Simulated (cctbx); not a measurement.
## What is wrong with this refinement?

Cell a = 5.6360 Å, b = 5.7840 Å, c = 8.4200 Å, α = 108.72°, β = 98.88°, γ = 102.53°; space group P-1 (no. 2). The compound is Tl3Cu3Pd2O10.

Simulated single-crystal data (cctbx): Cu Kα, λ = 1.54184 Å, to d = 0.83 Å, 70 % of the full sphere, strongest reflection 40000 counts, noise from counting, a 6 % proportional error and a noise floor of 2 counts (s.d.); no absorption, and some extinction, which the refinements don't model.

An anisotropic refinement with weights 1/σ² prints:

```text
Rint 0.031, 831 unique reflections to 0.83 A
cycle     R1     wR2    GooF  max shift (A)
   1  0.0670  0.2238   3.500   0.14729
   4  0.0492  0.1414   2.212   0.00033
final R1 0.0492 wR2 0.1414 GooF 2.212  parameters 75  data/parameter 11.1
atom        x        y        z      Ueq    occ   su(xyz)  su(Uiso or U11)
Tl1    0.78616  0.09493  0.59783   0.0068  1.000  0.00011  0.0005
Tl2    0.50000  0.50000  0.50000   0.0081  1.000  0.00000  0.0006
Pd1    0.88959  0.30754  0.30098   0.0117  1.000  0.00023  0.0007
Cu1    0.30572  0.11337  0.09578   0.0219  1.000  0.00054  0.0017
Cu2    0.00000  0.50000  0.00000   0.0126  1.000  0.00000  0.0018
O1     0.94312  0.96483  0.16816   0.0395  1.000  0.00354  0.0108
O2     0.67744  0.26472  0.04347   0.0281  1.000  0.00285  0.0087
O3     0.88529  0.64655  0.45080   0.0435  1.000  0.00350  0.0104  NPD
O4     0.78159  0.54711  0.77580   0.0667  1.000  0.00430  0.0141
difference map: max 12.78 min -2.54 rms 0.75
Q1    0.4418  0.8642  0.6562    2   13.38  2.06 A from Pd1
Q2    0.2296  0.5080  0.2386    2    5.59  0.29 A from O4
Q3    0.1219  0.2929  0.5476    2    5.17  0.36 A from O3
Q4    0.0185  0.0701  0.8489    2    2.94  0.34 A from O1
Q5    0.2319  0.9094  0.4042    2    2.48  0.10 A from Tl1
Q6    0.5000  0.5000  0.5000    1    2.09  0.00 A from Tl2
```

Q: Accept it or mend it, and why?

Mend it. The fault: an atom left out, O at (0.5548, 0.1367, 0.3421). Against the right model at the same level, R1 goes from 0.0219 to 0.0492 and GooF from 0.93 to 2.21, the top difference peak, 13.4 e/Å³, lies 2.06 Å from Pd1 and O3 goes non-positive-definite. Q1 is the missing atom. With scattering power missing, scale and phases suffer, so peaks may also grow on the heavy atoms.

The compound is Tl3Cu3Pd2O10. The right model at the same level gives:

```text
Rint 0.031, 831 unique reflections to 0.83 A
cycle     R1     wR2    GooF  max shift (A)
   1  0.0487  0.1621   2.551   0.06472
   3  0.0219  0.0592   0.932   0.00002
final R1 0.0219 wR2 0.0592 GooF 0.932  parameters 84  data/parameter 9.9
atom        x        y        z      Ueq    occ   su(xyz)  su(Uiso or U11)
Tl1    0.78610  0.09492  0.59780   0.0078  1.000  0.00005  0.0002
Tl2    0.50000  0.50000  0.50000   0.0092  1.000  0.00000  0.0002
Pd1    0.88957  0.30759  0.30088   0.0126  1.000  0.00009  0.0003
Cu1    0.30597  0.11382  0.09616   0.0227  1.000  0.00022  0.0007
Cu2    0.00000  0.50000  0.00000   0.0134  1.000  0.00000  0.0008
O1     0.95231  0.95523  0.16355   0.0267  1.000  0.00130  0.0036
O2     0.67456  0.27018  0.04493   0.0182  1.000  0.00101  0.0029
O3     0.88593  0.66692  0.45379   0.0230  1.000  0.00118  0.0029
O4     0.78506  0.52630  0.76885   0.0281  1.000  0.00137  0.0036
O5     0.55617  0.13453  0.34318   0.0237  1.000  0.00128  0.0031
difference map: max 1.21 min -1.35 rms 0.36
Q1    0.1522  0.8953  0.1925    2    1.24  1.26 A from O1
Q2    0.4054  0.5242  0.3284    2    1.14  1.16 A from O4
Q3    0.3375  0.0584  0.3190    2    1.11  1.18 A from O5
Q4    0.2135  0.3574  0.1216    2    1.10  0.95 A from O4
Q5    0.3558  0.3130  0.5744    2    1.08  1.38 A from O3
Q6    0.4127  0.8697  0.9849    2    1.00  0.79 A from O2
```

Isotropic U is held between 0.0001 and 1 Å² by the program, and listed peak heights are interpolated, so they can pass the grid's maximum.

This is a model crystal, built by substitution and not relaxed, with assumed displacement parameters.

[Middle refinement cycles are left out of these outputs.]

[Logs are printed without paths, hosts, clocks, repeated set-up lines and the standing remarks that a program may print on its own settings, such as how far it seeks lower states.]
